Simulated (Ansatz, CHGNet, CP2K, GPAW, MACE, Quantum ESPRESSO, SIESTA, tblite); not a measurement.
# Random packing of Na51Sb49 (at. %) (68 atoms) in Quantum ESPRESSO

Wanted: Quantum ESPRESSO inputs and outputs for random packing of Na51Sb49 (at. %) (68 atoms), checked against a plane-wave reference.

Program: Quantum ESPRESSO 7.5. Level of theory: the method is named at each step. Results are calculated unless marked as measured.

## 1. Set-up

The cell holds 68 atoms: 35 Na and 33 Sb. Cell: a = 12.652 Å, b = 12.652 Å, c = 12.652 Å, α = 90.0°, β = 90.0°, γ = 90.0°. 68 atoms (35 Na, 33 Sb) packed at random in a cube at 3.95 g/cm³ and pushed apart as soft spheres; a start for melting by ab initio MD, not an equilibrated structure. Then every atom was moved at random, 0.03 Å r.m.s. a Cartesian component.

The yardstick, on the same geometry:

```
method                 : Kohn-Sham DFT, PBE, PAW, plane waves (Ansatz 0.2.0); cutoff 420 eV, Γ point, fermi-dirac smearing of 0.05 eV; PAW set soft_2
r.m.s. force component : 0.723 eV/Å
longest force          : 3.322 eV/Å
pressure               : 4.538 GPa
SCF cycles             : 11
time                   : 46 s on 4 threads of Arm Neoverse V1, shared host
CPU time               : 3 min
```

## 2. PBE, sssp-1.3.0-efficiency, 45/360 Ry

Method: Kohn-Sham DFT, PBE, SSSP efficiency 1.3.0 pseudopotentials, plane waves.

pw.in reads:

```
&control
  calculation = 'scf'
  pseudo_dir = './pseudo'
  outdir = './tmp'
  disk_io = 'none'
  tprnfor = .true.
  tstress = .true.
/
&system
  ibrav = 0
  nat = 68
  ntyp = 2
  ecutwfc = 45
  ecutrho = 360
  nosym = .true.
  occupations = 'smearing'
  smearing = 'fd'
  degauss = 0.003675
/
&electrons
  conv_thr = 3.4e-07
  electron_maxstep = 100
  mixing_beta = 0.2
  mixing_mode = 'local-TF'
  diagonalization = 'david'
/
ATOMIC_SPECIES
Na 22.990 Na.upf
Sb 121.760 Sb.upf
CELL_PARAMETERS angstrom
12.65230 0.00000 0.00000
0.00000 12.65230 0.00000
0.00000 0.00000 12.65230
ATOMIC_POSITIONS crystal
Na 0.59710 0.05640 0.97732
Na 0.91857 0.13735 0.69726
Na 0.90597 0.65605 0.37481
Na 0.14811 0.09532 0.89984
Na 0.72218 0.48085 0.05367
Na 0.57799 0.49852 0.45126
Na 0.65577 0.93102 0.77408
Na 0.99856 0.96904 0.53583
Na 0.50523 0.60328 0.97408
Na 0.09598 0.76765 0.27386
Na 0.32463 0.77627 0.14210
Na 0.86521 0.75811 0.70649
Na 0.70146 0.93534 0.15966
Na 0.51640 0.25735 0.87364
Na 0.27531 0.30731 0.90022
Na 0.92073 0.16314 0.32886
Na 0.38089 0.55867 0.74452
Na 0.15294 0.81552 0.63840
Na 0.47470 0.19025 0.29352
Na 0.79817 0.32974 0.76468
Na 0.20982 0.53116 0.97164
Na 0.31189 0.73315 0.89014
Na 0.07667 0.67901 0.82993
Na 0.86276 0.89496 0.34271
Na 0.65251 0.63570 0.65595
Na 0.47414 0.93260 0.25844
Na 0.29751 0.05036 0.37720
Na 0.70600 0.08443 0.41739
Na 0.86179 0.26815 0.08986
Na 0.95256 0.52777 0.09732
Na 0.86001 0.54661 0.86789
Na 0.33502 0.95754 0.98268
Na 0.93770 0.41380 0.34672
Na 0.41291 0.43935 0.18046
Na 0.17469 0.45861 0.23226
Sb 0.07195 0.52438 0.51093
Sb 0.44236 0.10149 0.54921
Sb 0.28171 0.64294 0.34338
Sb 0.70798 0.75134 0.45261
Sb 0.37654 0.83901 0.45021
Sb 0.92466 0.95223 0.85135
Sb 0.97781 0.75988 0.07487
Sb 0.67366 0.21531 0.60712
Sb 0.07831 0.99492 0.31753
Sb 0.35136 0.23280 0.69303
Sb 0.80632 0.38060 0.54032
Sb 0.80443 0.13022 0.90009
Sb 0.61054 0.46717 0.81384
Sb 0.74654 0.70822 0.20124
Sb 0.64747 0.78767 0.96284
Sb 0.16628 0.08341 0.14444
Sb 0.11915 0.87025 0.96196
Sb 0.91752 0.96756 0.06112
Sb 0.97904 0.25323 0.88911
Sb 0.76660 0.92508 0.56969
Sb 0.73375 0.30760 0.28618
[... 8 atom lines left out ...]
Sb 0.06221 0.24087 0.50554
Sb 0.52224 0.65813 0.20312
Sb 0.41182 0.17235 0.06561
Sb 0.22734 0.03157 0.68545
K_POINTS gamma
```

Started as:

```bash
OMP_NUM_THREADS=1 mpirun -np 4 pw.x -in pw.in > output.txt
```

Output:

```text
Program PWSCF
     gamma-point specific algorithms are used
     one sub-group per band group will be used
     scalapack distributed-memory algorithm (size of sub-group:  2*  2 procs)
     Parallelization info
     sticks:   dense  smooth     PW     G-vecs:    dense   smooth      PW
     Min        4096    2048    512               394032   139344   17446
     Max        4100    2050    514               394036   139350   17450
     Sum       16389    8197   2053              1576133   557387   69791
     bravais-lattice index     =            0
     lattice parameter (alat)  =      23.9094  a.u.
     unit-cell volume          =   13668.0023 (a.u.)^3
     number of atoms/cell      =           68
     number of atomic types    =            2
     number of electrons       =       810.00
     number of Kohn-Sham states=          486
     kinetic-energy cutoff     =      45.0000  Ry
     charge density cutoff     =     360.0000  Ry
     scf convergence threshold =      3.4E-07
     mixing beta               =       0.2000
     number of iterations used =            8  local-TF  mixing
     Exchange-correlation=  SLA  PW   PBX  PBC
                           (   1   4   3   4   0   0   0)
     crystal axes: (cart. coord. in units of alat)
               a(1) = (   1.000000   0.000000   0.000000 )
               a(2) = (   0.000000   1.000000   0.000000 )
               a(3) = (   0.000000   0.000000   1.000000 )
     reciprocal axes: (cart. coord. in units 2 pi/alat)
               b(1) = (  1.000000  0.000000  0.000000 )
               b(2) = (  0.000000  1.000000  0.000000 )
               b(3) = (  0.000000  0.000000  1.000000 )
     PseudoPot. # 1 for Na:
     Pseudo is Ultrasoft, Zval =  9.0
     PseudoPot. # 2 for Sb:
     Pseudo is Ultrasoft + core correction, Zval = 15.0
     atomic species   valence    mass     pseudopotential
     Na                9.00    22.99000     Na( 1.00)
     Sb               15.00   121.76000     Sb( 1.00)
     No symmetry found
   Cartesian axes
     number of k points=     1  Fermi-Dirac smearing, width (Ry)=  0.0037
                       cart. coord. in units 2pi/alat
        k(    1) = (   0.0000000   0.0000000   0.0000000), wk =   2.0000000
     Dense  grid:   788067 G-vectors     FFT dimensions: ( 150, 150, 150)
     Smooth grid:   278694 G-vectors     FFT dimensions: ( 108, 108, 108)
     Check: negative core charge=   -0.000003
     Initial potential from superposition of free atoms
     starting charge     776.7794, renormalised to     810.0000
     Starting wfcs are  472 randomized atomic wfcs +   14 random wfcs
     Self-consistent Calculation
     iteration #  1     ecut=    45.00 Ry     beta= 0.20
     total energy              =   -9451.49250477 Ry
     estimated scf accuracy    <      60.62518086 Ry
     iteration #  2     ecut=    45.00 Ry     beta= 0.20
     negative rho (up, down):  2.265E-04 0.000E+00
     total energy              =   -9435.33983481 Ry
     estimated scf accuracy    <      45.87517137 Ry
     iteration #  3     ecut=    45.00 Ry     beta= 0.20
     total energy              =   -9440.80965573 Ry
     estimated scf accuracy    <       4.87674494 Ry
     iteration #  4     ecut=    45.00 Ry     beta= 0.20
     total energy              =   -9439.71075332 Ry
     estimated scf accuracy    <       3.48388546 Ry
     iteration #  5     ecut=    45.00 Ry     beta= 0.20
     total energy              =   -9440.00739135 Ry
     estimated scf accuracy    <       0.52664146 Ry
     iteration #  6     ecut=    45.00 Ry     beta= 0.20
     total energy              =   -9439.99175492 Ry
     estimated scf accuracy    <       0.27328341 Ry
[...]
total energy              =   -9439.96747266 Ry
[...]
iteration # 16     ecut=    45.00 Ry     beta= 0.20
     total energy              =   -9439.96747762 Ry
     estimated scf accuracy    <       0.00000092 Ry
     iteration # 17     ecut=    45.00 Ry     beta= 0.20
     total energy              =   -9439.96748057 Ry
     estimated scf accuracy    <       0.00000046 Ry
     iteration # 18     ecut=    45.00 Ry     beta= 0.20
     End of self-consistent calculation
          k = 0.0000 0.0000 0.0000 ( 34896 PWs)   bands (ev):
   -47.3621 -47.2990 -47.2672 -47.2381 -47.2330 -47.2099 -47.0781 -46.9985
   -46.9138 -46.8968 -46.8810 -46.8768 -46.8665 -46.8500 -46.8414 -46.8123
   -46.7991 -46.7790 -46.7713 -46.7576 -46.6531 -46.6406 -46.6166 -46.5955
   -46.5882 -46.5662 -46.5641 -46.5574 -46.5371 -46.5340 -46.4997 -46.4974
   -46.4855 -46.4584 -46.3181 -23.5317 -23.4753 -23.4655 -23.4051 -23.3899
   -23.3643 -23.3420 -23.3330 -23.3276 -23.3179 -23.3143 -23.2952 -23.2824
[...]
9.3830   9.4184   9.4527   9.5654   9.5905   9.6547   9.6948   9.7244
     9.7746   9.8782   9.9535   9.9719  10.0470  10.0730  10.1152  10.1577
    10.2236  10.3140  10.3339  10.3797  10.4112  10.5025  10.5304  10.6076
    10.6190  10.6645  10.7364  10.7745  10.8467  10.8882
     the Fermi energy is     5.9976 ev
!    total energy              =   -9439.96748604 Ry
     estimated scf accuracy    <       0.00000006 Ry
     smearing contrib. (-TS)   =      -0.02108404 Ry
     internal energy E=F+TS    =   -9439.94640199 Ry
     The total energy is F=E-TS. E is the sum of the following terms:
     one-electron contribution =   -6438.22406804 Ry
     hartree contribution      =    3494.75766095 Ry
     xc contribution           =   -1957.34565951 Ry
     ewald contribution        =   -4539.13433539 Ry
     convergence has been achieved in  18 iterations
     Forces acting on atoms (cartesian axes, Ry/au):
     atom    1 type  1   force =    -0.00304554   -0.01660208    0.00866398
     atom    2 type  1   force =     0.01189869   -0.00529601   -0.03947180
     atom    3 type  1   force =     0.01021186   -0.01781740    0.01032116
     atom    4 type  1   force =     0.00154720   -0.00359357   -0.01509756
     atom    5 type  1   force =    -0.02539363    0.00940234    0.01123106
     atom    6 type  1   force =     0.00859455   -0.01185339   -0.03240763
[...]
atom   66 type  2   force =    -0.00134550    0.01309044    0.00247591
     atom   67 type  2   force =    -0.02563277   -0.02483028    0.02782450
     atom   68 type  2   force =    -0.00378629    0.00266909   -0.02076400
     Total force =     0.405324     Total SCF correction =     0.000999
     Computing stress (Cartesian axis) and pressure
          total   stress  (Ry/bohr**3)                   (kbar)     P=       44.80
   0.00028326   0.00005098   0.00001106           41.67        7.50        1.63
   0.00005098   0.00032388  -0.00000937            7.50       47.64       -1.38
   0.00001106  -0.00000937   0.00030644            1.63       -1.38       45.08
     Message from routine punch:
     Nothing written, as per user request (disk_io='none')
```

It took 6.8 min on 4 MPI ranks of Arm Neoverse V1, shared host; peak memory 4.7 GiB; 27 min of CPU time.

Banners, paths, timers and routine set-up lines are dropped from the logs unmarked, and long logs keep their key lines alone; longer cuts are marked.

Compared with the plane-wave run:

- r.m.s. force component: 0.7296 eV/Å
- r.m.s. difference of force components: 7.42 meV/Å
- longest difference of force vectors: 37.81 meV/Å
- force difference over r.m.s. force: 1.026 %
- slope of forces against the reference's: 1.009
- correlation of force components: 1
- pressure: 4.48 GPa
- pressure difference: -0.0587 GPa

Length of the force difference by element (eV/Å):

| element | atoms | mean | most |
| --- | --- | --- | --- |
| Na | 35 | 0.0046 | 0.011 |
| Sb | 33 | 0.015 | 0.038 |

The surroundings of Na13, picked at random, nearest first, numbered as they follow in the input and with coordinates relative to it.

| atom | x | y | z | distance (Å) | Fx | Fy | Fz (eV/Å) |
| --- | --- | --- | --- | --- | --- | --- | --- |
| Na13 | 0.00 | 0.00 | 0.00 | 0.00 | -0.21 | 0.18 | -0.11 |
| Sb49 | 0.57 | -2.87 | 0.53 | 2.98 | -0.06 | -0.38 | -0.35 |
| Sb53 | 2.73 | 0.41 | -1.25 | 3.03 | -0.43 | 1.32 | 1.62 |
| Na1 | -1.32 | 1.53 | -2.31 | 3.07 | -0.08 | -0.43 | 0.22 |
| Na24 | 2.04 | -0.51 | 2.32 | 3.13 | 0.03 | 0.04 | -0.43 |
| Na26 | -2.88 | -0.03 | 1.25 | 3.14 | 0.44 | -0.23 | -0.34 |
| Sb50 | -0.68 | -1.87 | -2.49 | 3.19 | 0.15 | 0.25 | 0.49 |
| Na28 | 0.06 | 1.89 | 3.26 | 3.77 | -0.45 | 0.29 | -0.39 |
| Sb66 | -2.27 | -3.51 | 0.55 | 4.21 | -0.03 | 0.34 | 0.06 |
| Sb42 | 3.50 | -2.22 | -1.07 | 4.28 | -0.78 | -1.95 | 0.69 |
| Sb47 | 1.30 | 2.47 | -3.28 | 4.31 | -2.04 | 0.03 | 0.22 |
| Sb39 | 0.08 | -2.33 | 3.71 | 4.38 | -0.49 | -0.91 | -0.70 |

Forces lie 1.0 % from the reference's, at 9.2 times its CPU time.

## 3. A run with a doubtful setting

Changes to pw.in since step 2:

```diff
@@ -18,2 +18,3 @@
   degauss = 0.003675
+  nbnd = 162
 /
@@ -21,3 +22,3 @@
   conv_thr = 3.4e-07
-  electron_maxstep = 100
+  electron_maxstep = 50
   mixing_beta = 0.2
```

Output:

```text
Program PWSCF
     gamma-point specific algorithms are used
 %%%%%%%%%%%%%%%%%%%%%%%%%%%%%%%%%%%%%%%%%%%%%%%%%%%%%%%%%%%%%%%%%%%%%%%%%%%%%%
     Error in routine setup (1):
     too few bands
 %%%%%%%%%%%%%%%%%%%%%%%%%%%%%%%%%%%%%%%%%%%%%%%%%%%%%%%%%%%%%%%%%%%%%%%%%%%%%%
```

Run time: 0.72 s. Hardware: 4 MPI ranks; peak memory 0.58 GiB; 1.8 s of CPU time.

The program stopped at the start. The fault in the input: too few bands (bands 162).

## 4. Results

```yaml
force_difference_from_the_reference: QE PBE, sssp-1.3.0-efficiency, 45/360 Ry, 1.0 %
its_cpu_time: 27 min
```

**Reading.** PBE on plane waves or a grid with other potentials, cutoffs or grids differs from the reference by 1.0 % (QE PBE, sssp-1.3.0-efficiency, 45/360 Ry) of the r.m.s. force; this holds the reference's own error, so differences of a few per cent don't tell which side is nearer the exact PBE result (QE's 45 Ry are 612 eV, against the reference's 420 eV). The reference's pressure of 4.5 GPa belongs to a cell and atoms that aren't relaxed at this level. The electronic-structure runs sample only Γ, in a cell whose shortest periodic width is 13 Å, which is coarse for a cell with partly filled levels. Spin–orbit coupling is left out, which matters for the levels of the heavy elements.

[Also dropped from logs without a mark: logging warnings of Python, and SIESTA's first energy breakdown and zero terms.]

[Logs are printed without paths, hosts, clocks, repeated set-up lines and the standing remarks that a program may print on its own settings, such as how far it seeks lower states.]

[Hosts, paths, dates, database ids (printed as entryN), source tags and the programs' standing remarks are cut or masked in the printed files.]
